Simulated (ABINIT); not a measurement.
An input for ABINIT 10.8.3 (MgO (Fm-3m)):

```
acell 3*1.0 Angstrom
rprim 
  -0.000000000000 2.097001392700 2.097001392700
  2.097001392700 -0.000000000000 2.097001392700
  2.097001392700 2.097001392700 -0.000000000000
ntypat 2
znucl 12 8
natom 2
typat 1 2
xred 
  0.000000000000 0.000000000000 0.000000000000
  0.500000000000 0.500000000000 0.500000000000
pp_dirpath "pseudos"
pseudos "Mg.upf, O.upf"
ecut 38
ngkpt 6 6 6
nshiftk 1
shiftk 0 0 0
kptopt 1
chksymbreak 0
istwfk *1
occopt 1
irdwfk 1
optdriver 4
nband 109
gwcalctyp 2
ecutsigx 38
symsigma 1
nkptgw 16
kptgw 
  0.0000000000 0.0000000000 0.0000000000
  0.1666666667 0.0000000000 0.0000000000
  0.3333333333 0.0000000000 0.0000000000
  0.5000000000 0.0000000000 0.0000000000
  0.1666666667 0.1666666667 0.0000000000
  0.3333333333 0.1666666667 0.0000000000
  0.5000000000 0.1666666667 0.0000000000
  -0.3333333333 0.1666666667 0.0000000000
  -0.1666666667 0.1666666667 0.0000000000
  0.3333333333 0.3333333333 0.0000000000
  0.5000000000 0.3333333333 0.0000000000
  -0.3333333333 0.3333333333 0.0000000000
  0.5000000000 0.5000000000 0.0000000000
  0.5000000000 0.3333333333 0.1666666667
  -0.3333333333 0.3333333333 0.1666666667
  -0.3333333333 0.5000000000 0.1666666667
bdgw 
  1 15
  1 15
  1 15
  1 15
  1 15
  1 15
  1 15
  1 15
  1 15
  1 15
  1 15
  1 15
  1 15
  1 15
  1 15
  1 15
ecuteps 9
irdscr 1
indata_prefix "in"
outdata_prefix "out"
tmpdata_prefix "tmp"
```

```sh
OMP_NUM_THREADS=1 mpirun -n 8 abinit run.abi > log
```

Estimate wall time and host memory on 8 MPI ranks of Arm Neoverse V1, shared host.

It took 4.3 min; on shared hardware allow 2.1 min to 8.5 min. Peak host memory was 2.0 GiB.

[Paths, hosts, dates, memory and timing lines, banners, echoed tables and standing remarks are left out of the program output.]

[Logs are printed without paths, hosts, clocks, repeated set-up lines and the standing remarks that a program may print on its own settings, such as how far it seeks lower states.]

[Runs of the session that timed out or met a known fault of the program may be left out.]

[Hosts, paths, dates, database ids (printed as entryN), source tags and the programs' standing remarks are cut or masked in the printed files.]

[G0W0 gaps are taken among the corrected bands and points alone; a level outside them can change the order at an edge.]

[Where Ansatz stands beside ABINIT at settings called matched, ABINIT's density can come from a denser mesh and the files from another edition; pairs whose starting gaps differed by over 0.03 eV were left out, so agreement reads better than it is.]
